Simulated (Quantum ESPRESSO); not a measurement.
**Cs (Im-3m): from the cell to the phonon bands**

How does Cs (Im-3m) vibrate, and is this structure a minimum?

Calculated with Quantum ESPRESSO 7.5; DFT LDA, scalar-relativistic, plane waves, PseudoDojo norm-conserving pseudopotentials.

### 1. The starting structure

The structure is cubic, space group Im-3m (No. 229). The conventional cell has a = 6.067 Å, b = 6.067 Å, c = 6.067 Å, α = 90.00°, β = 90.00°, γ = 90.00°.

### 2. A probe with smearing

Before anything dear is run, a loose run with smearing shows whether this is a metal and how far the cell is from rest.

File probe.in:

```
 &control
    calculation='scf',
    prefix='x',
    outdir='./tmp',
    pseudo_dir='./pseudo',
    tprnfor=.true.,
    tstress=.true.,
    verbosity='high',
 /
 &system
    ibrav=0,
    nat=1,
    ntyp=1,
    ecutwfc=53.0,
    occupations='smearing',
    smearing='gaussian',
    degauss=0.01,
 /
 &electrons
    conv_thr=1.0d-07,
    mixing_beta=0.7,
    electron_maxstep=100,
 /
ATOMIC_SPECIES
 Cs    132.9055  Cs.upf
CELL_PARAMETERS angstrom
     3.033500000    3.033500000    3.033500000
    -3.033500000    3.033500000    3.033500000
    -3.033500000   -3.033500000    3.033500000
ATOMIC_POSITIONS crystal
 Cs     0.000000000   0.000000000   0.000000000
K_POINTS automatic
 4 4 4 0 0 0
```

Run with:

```
OMP_NUM_THREADS=1 mpirun -n 4 pw.x -nk 4 -in probe.in > probe.out
```

The program printed:

```text
[banners, grids, parts of the stress and lines that vanish by symmetry left out]
Program PWSCF v.7.5
     Message from routine setup:
     using ibrav=0 with symmetry is DISCOURAGED, use correct ibrav instead
[...]
kinetic-energy cutoff     =      53.0000  Ry
     charge density cutoff     =     212.0000  Ry
     scf convergence threshold =      1.0E-07
[...]
Exchange-correlation= SLA  PW   NOGX NOGC
                           (   1   4   0   0   0   0   0)
[...]
48 Sym. Ops., with inversion, found
[...]
(     0          1          0      )
                  (     0          0          1      )
[...]
( -0.0000000  1.0000000 -0.0000000 )
                  (  0.0000000 -0.0000000  1.0000000 )
[...]
(     1         -1          1      )
                  (     1          0          0      )
[...]
(  1.0000000  0.0000000 -0.0000000 )
                  ( -0.0000000 -1.0000000 -0.0000000 )
[...]
(     1          0          0      )
                  (     0          0         -1      )
[...]
( -1.0000000 -0.0000000 -0.0000000 )
                  (  0.0000000  1.0000000 -0.0000000 )
[...]
number of k points=     8  Gaussian smearing, width (Ry)=  0.0100
[...]
End of self-consistent calculation
[...]
the Fermi energy is     2.1493 ev
!    total energy              =     -46.87254384 Ry
[...]
convergence has been achieved in   4 iterations
[...]
atom    1 type  1   force =     0.00000000    0.00000000    0.00000000
[...]
Total force =     0.000000     Total SCF correction =     0.000000
[...]
total   stress  (Ry/bohr**3)                   (kbar)     P=       -2.85
[...]
XML data file, charge density, pseudopotentials, collected wavefunctions

   JOB DONE.
```

Run time: 4.5 s. Hardware: 4 MPI ranks of Intel Xeon at 2.50GHz (Skylake/Cascade Lake), shared host.

This step gave:

- volume per atom: 111.7 Å³
- pressure: -0.2850 GPa
- gap on the k-mesh: 0 eV

No gap opens on this mesh, so smearing is kept; the start stands at -0.29 GPa.

### 3. Relaxation

The relaxation runs at a cutoff a fifth above that of the response, since stress converges more slowly with the basis than frequencies do. Forces and stress are brought to rest with tight thresholds.

File relax.in:

```
 &control
    calculation='vc-relax',
    prefix='x',
    outdir='./tmp',
    pseudo_dir='./pseudo',
    tprnfor=.true.,
    tstress=.true.,
    forc_conv_thr=2.0d-05,
    etot_conv_thr=1.0d-07,
    nstep=40,
 /
 &system
    ibrav=0,
    nat=1,
    ntyp=1,
    ecutwfc=64,
    occupations='smearing',
    smearing='mv',
    degauss=0.02,
 /
 &electrons
    conv_thr=1.0d-11,
    mixing_beta=0.7,
    electron_maxstep=100,
 /
 &ions
 /
 &cell
    press_conv_thr=0.2,
 /
ATOMIC_SPECIES
 Cs    132.9055  Cs.upf
CELL_PARAMETERS angstrom
     3.033500000    3.033500000    3.033500000
    -3.033500000    3.033500000    3.033500000
    -3.033500000   -3.033500000    3.033500000
ATOMIC_POSITIONS crystal
 Cs     0.000000000   0.000000000   0.000000000
K_POINTS automatic
 8 8 8 0 0 0
```

Run with:

```
OMP_NUM_THREADS=1 mpirun -n 4 pw.x -nk 4 -in relax.in > relax.out
```

The program printed:

```text
[banners, grids, parts of the stress and lines that vanish by symmetry left out]
[banner, memory and clock lines left out]
Program PWSCF v.7.5

[...]
kinetic-energy cutoff     =      64.0000  Ry
     charge density cutoff     =     256.0000  Ry
     scf convergence threshold =      1.0E-11
[...]
energy convergence thresh.=      1.0E-07
     force convergence thresh. =      2.0E-05
     press convergence thresh. =      2.0E-01
     Exchange-correlation= SLA  PW   NOGX NOGC
                           (   1   4   0   0   0   0   0)
[...]
48 Sym. Ops., with inversion, found
[...]
number of k points=    29  Marzari-Vanderbilt smearing, width (Ry)=  0.0200
[...]
c_bands:  1 eigenvalues not converged
[...]
End of self-consistent calculation
[...]
the Fermi energy is     2.1510 ev
!    total energy              =     -46.87513812 Ry
[...]
convergence has been achieved in   7 iterations
[...]
atom    1 type  1   force =     0.00000000    0.00000000    0.00000000
     Total force =     0.000000     Total SCF correction =     0.000000
[...]
total   stress  (Ry/bohr**3)                   (kbar)     P=       -2.96
[...]
number of bfgs steps    =   0
[...]
CELL_PARAMETERS (angstrom)
[...]
ATOMIC_POSITIONS (crystal)
Cs               0.0000000000        0.0000000000        0.0000000000
[...]
New effective cutoffs (rho, wfc):  256.15   64.06
[...]
End of self-consistent calculation
[...]
the Fermi energy is     2.1575 ev
!    total energy              =     -46.87516087 Ry
[...]
convergence has been achieved in   3 iterations
[...]
atom    1 type  1   force =     0.00000000    0.00000000    0.00000000
     Total force =     0.000000     Total SCF correction =     0.000000
[...]
total   stress  (Ry/bohr**3)                   (kbar)     P=       -2.94
[...]
number of bfgs steps    =   1
[...]
WARNING: bfgs curvature condition failed, Theta= 0.807
[...]
CELL_PARAMETERS (angstrom)
[...]
ATOMIC_POSITIONS (crystal)
Cs               0.0000000000        0.0000000000        0.0000000000
[...]
New effective cutoffs (rho, wfc):  256.53   64.15
[...]
End of self-consistent calculation
[...]
the Fermi energy is     2.1673 ev
!    total energy              =     -46.87519464 Ry
[...]
convergence has been achieved in   4 iterations
[...]
atom    1 type  1   force =     0.00000000    0.00000000    0.00000000
     Total force =     0.000000     Total SCF correction =     0.000000
[...]
total   stress  (Ry/bohr**3)                   (kbar)     P=       -2.90
[...]
number of bfgs steps    =   2
[...]
CELL_PARAMETERS (angstrom)
[...]
ATOMIC_POSITIONS (crystal)
Cs               0.0000000000        0.0000000000        0.0000000000
[...]
New effective cutoffs (rho, wfc):  257.12   64.30
[...]
End of self-consistent calculation
[...]
the Fermi energy is     2.1820 ev
!    total energy              =     -46.87524449 Ry
[...]
convergence has been achieved in   4 iterations
[...]
atom    1 type  1   force =     0.00000000    0.00000000    0.00000000
[...]
atom    1 type  1   force =     0.00000000    0.00000000    0.00000000
     Total force =     0.000000     Total SCF correction =     0.000000
[...]
total   stress  (Ry/bohr**3)                   (kbar)     P=       -1.71
[...]
number of bfgs steps    =   8
[...]
the Fermi energy is     2.6773 ev
!    total energy              =     -46.87626155 Ry
[...]
convergence has been achieved in   7 iterations
[...]
atom    1 type  1   force =     0.00000000    0.00000000    0.00000000
     Total force =     0.000000     Total SCF correction =     0.000000
[...]
total   stress  (Ry/bohr**3)                   (kbar)     P=       -0.89
[...]
number of bfgs steps    =   9
[...]
the Fermi energy is     2.8832 ev
!    total energy              =     -46.87633857 Ry
[...]
convergence has been achieved in   7 iterations
[...]
atom    1 type  1   force =     0.00000000    0.00000000    0.00000000
     Total force =     0.000000     Total SCF correction =     0.000000
[...]
total   stress  (Ry/bohr**3)                   (kbar)     P=        0.09
[...]
number of bfgs steps    =  10
[...]
New effective cutoffs (rho, wfc):  283.36   70.86
[...]
the Fermi energy is     2.8641 ev
!    total energy              =     -46.87633928 Ry
[...]
convergence has been achieved in   5 iterations
[...]
atom    1 type  1   force =     0.00000000    0.00000000    0.00000000
     Total force =     0.000000     Total SCF correction =     0.000000
[...]
total   stress  (Ry/bohr**3)                   (kbar)     P=       -0.00
[...]
number of bfgs steps    =  11
[...]
CELL_PARAMETERS (angstrom)
[...]
ATOMIC_POSITIONS (crystal)
Cs               0.0000000000        0.0000000000        0.0000000000
[...]
New effective cutoffs (rho, wfc):  283.39   70.87
[...]
End of self-consistent calculation
[...]
the Fermi energy is     2.8649 ev
!    total energy              =     -46.87633928 Ry
[...]
convergence has been achieved in   3 iterations
[...]
atom    1 type  1   force =     0.00000000    0.00000000    0.00000000
     Total force =     0.000000     Total SCF correction =     0.000000
[...]
total   stress  (Ry/bohr**3)                   (kbar)     P=        0.00
[...]
bfgs converged in  13 scf cycles and  12 bfgs steps
[...]
End of BFGS Geometry Optimization
     Final enthalpy           =     -46.8763392811 Ry
     File ./tmp/x.bfgs deleted, as requested
[...]
CELL_PARAMETERS (angstrom)
[...]
ATOMIC_POSITIONS (crystal)
Cs               0.0000000000        0.0000000000        0.0000000000
[...]
Final scf calculation at the relaxed structure.
[...]
kinetic-energy cutoff     =      64.0000  Ry
     charge density cutoff     =     256.0000  Ry
     scf convergence threshold =      1.0E-13
[...]
press convergence thresh. =      2.0E-01
     Exchange-correlation= SLA  PW   NOGX NOGC
                           (   1   4   0   0   0   0   0)
[...]
48 Sym. Ops., with inversion, found
[...]
number of k points=    29  Marzari-Vanderbilt smearing, width (Ry)=  0.0200
[...]
c_bands:  3 eigenvalues not converged
     c_bands:  4 eigenvalues not converged
     c_bands:  2 eigenvalues not converged
[...]
c_bands:  2 eigenvalues not converged
     c_bands:  1 eigenvalues not converged
[...]
End of self-consistent calculation
[...]
the Fermi energy is     2.8649 ev
!    total energy              =     -46.87633337 Ry
[...]
convergence has been achieved in   8 iterations
[...]
atom    1 type  1   force =     0.00000000    0.00000000    0.00000000
     Total force =     0.000000     Total SCF correction =     0.000000
[...]
total   stress  (Ry/bohr**3)                   (kbar)     P=        0.00
[...]
XML data file, charge density, pseudopotentials, collected wavefunctions
```

It took 3.3 min on 4 MPI ranks.

Relaxation path:

```
step  energy less that of the first step (eV)  largest force (eV/Å)  pressure (GPa)  volume (Å³)
   1                                   0.0000                0.0000           -0.30       111.66
   2                                  -0.0003                0.0000           -0.29       111.49
   3                                  -0.0008                0.0000           -0.29       111.24
   4                                  -0.0014                0.0000           -0.29       110.86
   5                                  -0.0024                0.0000           -0.28       110.30
   6                                  -0.0039                0.0000           -0.27       109.45
   7                                  -0.0059                0.0000           -0.25       108.20
   8                                  -0.0086                0.0000           -0.22       106.33
   9                                  -0.0120                0.0000           -0.17       103.57
  10                                  -0.0153                0.0000           -0.09        99.52
  11                                  -0.0163                0.0000            0.01        95.46
  12                                  -0.0163                0.0000            0.00        95.82
  13                                  -0.0163                0.0000            0.00        95.81
  14                                  -0.0163                0.0000            0.00        95.81
```

```
conventional cell, symmetrised  before  after   change
                         a (Å)   6.067  5.765   -5.0 %
                         b (Å)   6.067  5.765   -5.0 %
                         c (Å)   6.067  5.765   -5.0 %
              volume (Å³/atom)  111.66  95.81  -14.2 %
```

The relaxed structure:

```
CELL_PARAMETERS angstrom
2.88257 2.88257 2.88257
-2.88257 2.88257 2.88257
-2.88257 -2.88257 2.88257
ATOMIC_POSITIONS crystal
Cs 0.00000 0.00000 0.00000
```

The last row of the table of steps is pw.x's closing run on a basis chosen anew for the final cell, so its energy can jump.

Read from the output:

| Quantity | Value |
| --- | --- |
| volume per atom | 95.81 Å³ |
| pressure | 0 GPa |

The volume changes by -14.2 % from the cell with which this run began.

### 4. Self-consistent run for the response

The response is built on this ground state, so it is converged far tighter than an energy would need. Smearing stays on, as the first look found no gap above 0.3 eV.

File scf.in:

```
 &control
    calculation='scf',
    prefix='x',
    outdir='./tmp',
    pseudo_dir='./pseudo',
    tprnfor=.true.,
    tstress=.true.,
 /
 &system
    ibrav=0,
    nat=1,
    ntyp=1,
    ecutwfc=53.0,
    occupations='smearing',
    smearing='mv',
    degauss=0.02,
 /
 &electrons
    conv_thr=1.0d-12,
    mixing_beta=0.7,
    electron_maxstep=100,
 /
ATOMIC_SPECIES
 Cs    132.9055  Cs.upf
CELL_PARAMETERS angstrom
     2.882574163    2.882574163    2.882574163
    -2.882574163    2.882574163    2.882574163
    -2.882574163   -2.882574163    2.882574163
ATOMIC_POSITIONS crystal
 Cs     0.000000000   0.000000000   0.000000000
K_POINTS automatic
 8 8 8 0 0 0
```

Run with:

```
OMP_NUM_THREADS=1 mpirun -n 4 pw.x -nk 4 -in scf.in > scf.out
```

The program printed:

```text
[banners, grids, parts of the stress and lines that vanish by symmetry left out]
[banner, memory and clock lines left out]
Program PWSCF v.7.5

[...]
kinetic-energy cutoff     =      53.0000  Ry
     charge density cutoff     =     212.0000  Ry
     scf convergence threshold =      1.0E-12
[...]
Exchange-correlation= SLA  PW   NOGX NOGC
                           (   1   4   0   0   0   0   0)
[...]
48 Sym. Ops., with inversion, found
[...]
number of k points=    29  Marzari-Vanderbilt smearing, width (Ry)=  0.0200
[...]
End of self-consistent calculation
[...]
the Fermi energy is     2.8650 ev
!    total energy              =     -46.87632938 Ry
[...]
convergence has been achieved in   7 iterations
[...]
atom    1 type  1   force =     0.00000000    0.00000000    0.00000000
     Total force =     0.000000     Total SCF correction =     0.000000
[...]
total   stress  (Ry/bohr**3)                   (kbar)     P=       -0.00
[...]
XML data file, charge density, pseudopotentials, collected wavefunctions
```

It took 16 s on 4 MPI ranks.

The cell stands at 0 GPa, close enough for phonons.

(Continued in part 2 of 3.)

[Host names and launcher messages were left out of these logs when they were recorded.]

[Logs are printed without paths, hosts, clocks, repeated set-up lines and the standing remarks that a program may print on its own settings, such as how far it seeks lower states.]

[Hosts, paths, dates, database ids (printed as entryN), source tags and the programs' standing remarks are cut or masked in the printed files.]
